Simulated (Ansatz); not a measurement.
## Work function of Be(0001): what the settings cost and change: slab, setting cutoff 200 eV

Ansatz 0.2.0; plane-wave DFT, PBE, Ansatz PAW.

A work function rests on the faint tail of the density, so the SCF threshold is tight. The cutoff is raised first; then mesh and smearing are varied at the default cutoff.

File input.yaml:

```yaml
crystal:
  lattice:
    - [2.29, 0.0, 0.0]
    - [1.145, 1.9831981747, 0.0]
    - [0.0, 0.0, 28.76529]
  atoms:
    - { symbol: Be, position: [0.0, 0.0, 0.3128770821] }
    - { symbol: Be, position: [0.6666666667, 0.6666666667, 0.375251388] }
    - { symbol: Be, position: [0.0, 0.0, 0.437625694] }
    - { symbol: Be, position: [0.6666666667, 0.6666666667, 0.5] }
    - { symbol: Be, position: [0.0, 0.0, 0.562374306] }
    - { symbol: Be, position: [0.6666666667, 0.6666666667, 0.624748612] }
    - { symbol: Be, position: [0.0, 0.0, 0.6871229179] }
kpoints:
  mp_grid: { grid: [20, 20, 1] }
hamiltonian:
  xc: pbe
scf:
  occupations: { method: fermi_dirac, width: 0.1 }
  convergence: { dr2_threshold: 1.0e-09 }
efield:
  axis: 3
  dipole_correction: true
  ramp_position: 0.97
  ramp_width: 0.06
basis:
  ecutwfc: "200 eV"
output:
  write_potential: true
  write_density: true
  volumetric_format: npy
  elf: true
```

Started as:

```
$ ansatz run input.yaml --threads 2 --pin off --max-ram 3072MiB --backend cpu --events-out ev --progress --plain --runs-dir out
```

**Question.** What does this run give for the work function, upper face; and electron's electrostatic potential energy less the Fermi level against z?

In the vacuum the potential turns flat, and its height over the Fermi level, 5.32 eV, is the work function of the face beside that plateau.

ELF in the ca plane at fractional y = 0.000, with atoms of Be within 0.2 Å of it. It is the smooth field of the valence electrons, not physical close to the nuclei.

Valence density in the ca plane at fractional y = 0.000, with atoms of Be within 0.2 Å of it.

This step gave:

```
work function, upper face : 5.320 eV
```

Running mean over 1.794 Å of the planar mean; the ramp of the sawtooth is left out. The electron's electrostatic potential energy less the Fermi level by z:

| z (Å) | electron's electrostatic potential energy less the Fermi level (eV) |
| --- | --- |
| 3.20 | 5.32 |
| 3.84 | 5.32 |
| 4.47 | 5.32 |
| 5.11 | 5.32 |
| 5.54 | 5.31 |
| 6.18 | 5.26 |
| 6.82 | 5.01 |
| 7.46 | 3.74 |
| 8.10 | -0.905 |
| 8.74 | -5.42 |
| 9.16 | -6.20 |
| 9.80 | -6.44 |
| 10.44 | -6.59 |
| 11.08 | -6.71 |
| 11.72 | -6.81 |
| 12.36 | -6.89 |
| 12.78 | -6.93 |
| 13.42 | -6.96 |
| 14.06 | -6.98 |
| 14.70 | -6.98 |
| 15.34 | -6.96 |
| 15.98 | -6.93 |
| 16.41 | -6.89 |
| 17.05 | -6.81 |
| 17.69 | -6.71 |
| 18.32 | -6.59 |
| 18.96 | -6.44 |
| 19.60 | -6.20 |
| 20.03 | -5.42 |
| 20.67 | -0.905 |
| 21.31 | 3.74 |
| 21.95 | 5.01 |
| 22.59 | 5.26 |
| 23.23 | 5.31 |
| 23.65 | 5.32 |
| 24.29 | 5.32 |
| 24.93 | 5.32 |
| 25.57 | 5.32 |

Electrostatic potential energy in the ca plane at fractional y = 0.000, with atoms of Be within 0.2 Å of it. With pseudopotentials it is smooth inside the atoms' cores, unlike the true potential.

Ten even steps from '0' (-45 eV) to '9' (6 eV), each cell a mean:
```
11488888840158888874015888887302689999999999
44688888863478888886347888888635799999999999
77888778887788877888778877788878899999999999
88887668888888766888888876688888999999999999
88888778888888767888888876788888999999999999
56788888875678878887567887888756899999999999
11588888851158888874126888887412689999999999
00388998730048888873005888987201589999999999
```
Columns run along c (16.0 Å, from fractional 0.30 to 0.86 of the cell; values clipped at the 3rd and 97th percentile), rows up along a (2.3 Å). Atoms in or near the plane, at fractional coordinates: Be at (0.31, 0.00), Be at (0.44, 0.00), Be at (0.56, 0.00), Be at (0.69, 0.00).

Ten even steps from '0' (0.00) to '9' (0.77), each cell a mean:
```
00278999730038999972004899985100243210000000
22478888751258888874126888886323564210000000
87776556776677655777667765577778875210000000
98775335777777533677777653467899986210000000
88776546777777644677677754577789985210000000
54677778763467777875346777776545765210000000
00278999730048999872005899985100343210000000
00179999720038999961004899985000143210000000
```
Columns run along c (16.0 Å, from fractional 0.30 to 0.86 of the cell), rows up along a (2.3 Å). Atoms in or near the plane, at fractional coordinates: Be at (0.31, 0.00), Be at (0.44, 0.00), Be at (0.56, 0.00), Be at (0.69, 0.00).

Ten even steps from '0' (0.00 e/Å³) to '9' (0.28 e/Å³), each cell a mean:
```
44799999984589999997469999998644431000000000
77889999997899999998789999998877531000000000
89888998889988999888998899988998531000000000
89888888888888888888888888888897531000000000
89888888889988888888998888888998531000000000
88989999998898999999889899988987531000000000
55899999985689999998569999998755531000000000
23799999983489999997349999998623431000000000
```
Columns run along c (16.0 Å, from fractional 0.30 to 0.86 of the cell), rows up along a (2.3 Å). Atoms in or near the plane, at fractional coordinates: Be at (0.31, 0.00), Be at (0.44, 0.00), Be at (0.56, 0.00), Be at (0.69, 0.00).

[Logs are printed without paths, hosts, clocks, repeated set-up lines and the standing remarks that a program may print on its own settings, such as how far it seeks lower states.]

[Hosts, paths, dates, database ids (printed as entryN), source tags and the programs' standing remarks are cut or masked in the printed files.]

[Maps of the electrostatic potential energy from Ansatz leave out the sawtooth potential of an applied field or a dipole correction, so their vacuum need not be flat; planar profiles and work functions include it.]
